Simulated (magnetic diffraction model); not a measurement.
# Tm₂Sn₂Ge₃Pd₃ below its ordering temperature

Space group C2/c (no. 15), a = 13.4990 Å, b = 10.3740 Å, c = 6.3910 Å, β = 117.12°.

| site | atom | x | y | z |
| --- | --- | --- | --- | --- |
| 8f | Tm | 0.1262 | 0.2299 | 0.6306 |
| 8f | Sn | 0.7782 | 0.5021 | 0.5255 |
| 4e | Pd | 0 | 0.5002 | 1/4 |
| 8f | Pd | 0.3638 | 0.3911 | 0.8679 |
| 4e | Ge | 0 | 0.9981 | 1/4 |
| 8f | Ge | 0.8941 | 0.6519 | 0.8963 |

This is a made-up structure (elements placed in a structure type, unrelaxed), so the numbers test the method and describe no known phase.

Only Tm is taken to order (form factors of Tm3+); orders and moment sizes are assumed, and not adapted to the symmetry. Radiation: neutrons of λ = 4.2 Å, 8° to 80°; isotropic B of 0.14 Å² (Tm), 0.18 Å² (Sn), 0.15 Å² (Pd) and 0.19 Å² (Ge). Simulated constant-wavelength pattern: nuclear and magnetic terms add, the magnetic one as |2.695 fm × Σ f S⊥ exp(2πi Q·r) exp(−B s²)|², summed over all Q at one angle with the factor 1/(sin²θ cos θ). For collinear order S is the moment m, which repeats by lattice and centring translations R with the sign exp(−2πi k·R). Free-ion form factors, Sears's scattering lengths of 1992, no absorption; a label names one of the reflections at its angle. The strongest nuclear line in the range is 100, and lines under 0.2 are left out.

Above the ordering temperature:

```
2θ (°)     index      I
 40.92   (2 0 0)   26.9
 45.41  (1 1 -1)    1.1
 47.76   (0 2 0)  100.0
 62.18   (1 1 1)   50.4
 63.35  (3 1 -1)   58.1
 64.67   (2 2 0)    1.3
 66.45   (0 2 1)   16.4
 67.01  (2 2 -1)   10.8
 68.40   (3 1 0)   14.6
 78.39   (1 3 0)   27.0
```

Below it (cell unchanged):

```tsv
2θ (°)	I
20.13	816.7
23.36	24.6
40.92	26.9
45.41	1.1
47.76	100.0
49.80	560.3
50.48	311.9
52.33	299.2
62.18	50.4
63.25	100.8
63.35	58.1
64.67	1.3
66.45	16.4
67.01	10.8
68.40	14.6
74.79	25.4
77.24	28.3
78.31	17.4
78.39	27.0
```

**Question.** Find the propagation vector, then choose among these models:
A. collinear moments along [100], 4.7 μB on Tm; signs + at (0.1262, 0.2299, 0.6306), − at (0.8738, 0.7701, 0.3694), + at (0.1262, 0.7701, 0.1306), − at (0.8738, 0.2299, 0.8694)
B. collinear moments along [100], 4.7 μB on Tm; signs + at (0.1262, 0.2299, 0.6306), + at (0.8738, 0.7701, 0.3694), + at (0.1262, 0.7701, 0.1306), + at (0.8738, 0.2299, 0.8694)
C. collinear moments along [110], 4.7 μB on Tm; signs + at (0.1262, 0.2299, 0.6306), + at (0.8738, 0.7701, 0.3694), + at (0.1262, 0.7701, 0.1306), + at (0.8738, 0.2299, 0.8694)
D. collinear moments along [110], 4.7 μB on Tm; signs + at (0.1262, 0.2299, 0.6306), − at (0.8738, 0.7701, 0.3694), + at (0.1262, 0.7701, 0.1306), − at (0.8738, 0.2299, 0.8694)

The new lines index as (1 0 0) at 20.13°, (0 1 0) at 23.36°, (0 1 1) at 49.80° and (2 1 -1) at 50.48°, that is as H ± k with k = (1 0 0). The indices are whole but break the lattice centring, so the moments reverse under a centring translation, those with k·t a half-integer.

Magnetic intensity, observed (below minus above) and for each model:

| 2θ (°) | index | observed | A | B | C | D |
| --- | --- | --- | --- | --- | --- | --- |
| 20.13 | (1 0 0) | 816.7 | 348.5 | 338.1 | 816.7 | 841.7 |
| 23.36 | (0 1 0) | 24.6 | <0.2 | 39.1 | 24.6 | <0.2 |
| 49.80 | (0 1 1) | 560.3 | 532.4 | 612.9 | 560.3 | 486.7 |
| 50.48 | (2 1 -1) | 311.9 | 271.8 | 250.8 | 311.9 | 338.1 |
| 52.33 | (1 2 0) | 299.2 | 443.6 | 430.4 | 299.2 | 308.4 |
| 62.86 | (1 2 -1) | <0.2 | 44.1 | <0.2 | <0.2 | 34.9 |
| 63.25 | (3 0 0) | 100.8 | 38.1 | 41.7 | 100.8 | 92.0 |
| 74.79 | (0 3 0) | 25.4 | <0.2 | 40.4 | 25.4 | <0.2 |

Model C matches.

The structure used: k = (1 0 0), collinear moments along [110], 4.7 μB on Tm; signs + at (0.1262, 0.2299, 0.6306), + at (0.8738, 0.7701, 0.3694), + at (0.1262, 0.7701, 0.1306), + at (0.8738, 0.2299, 0.8694).

[Logs are printed without paths, hosts, clocks, repeated set-up lines and the standing remarks that a program may print on its own settings, such as how far it seeks lower states.]
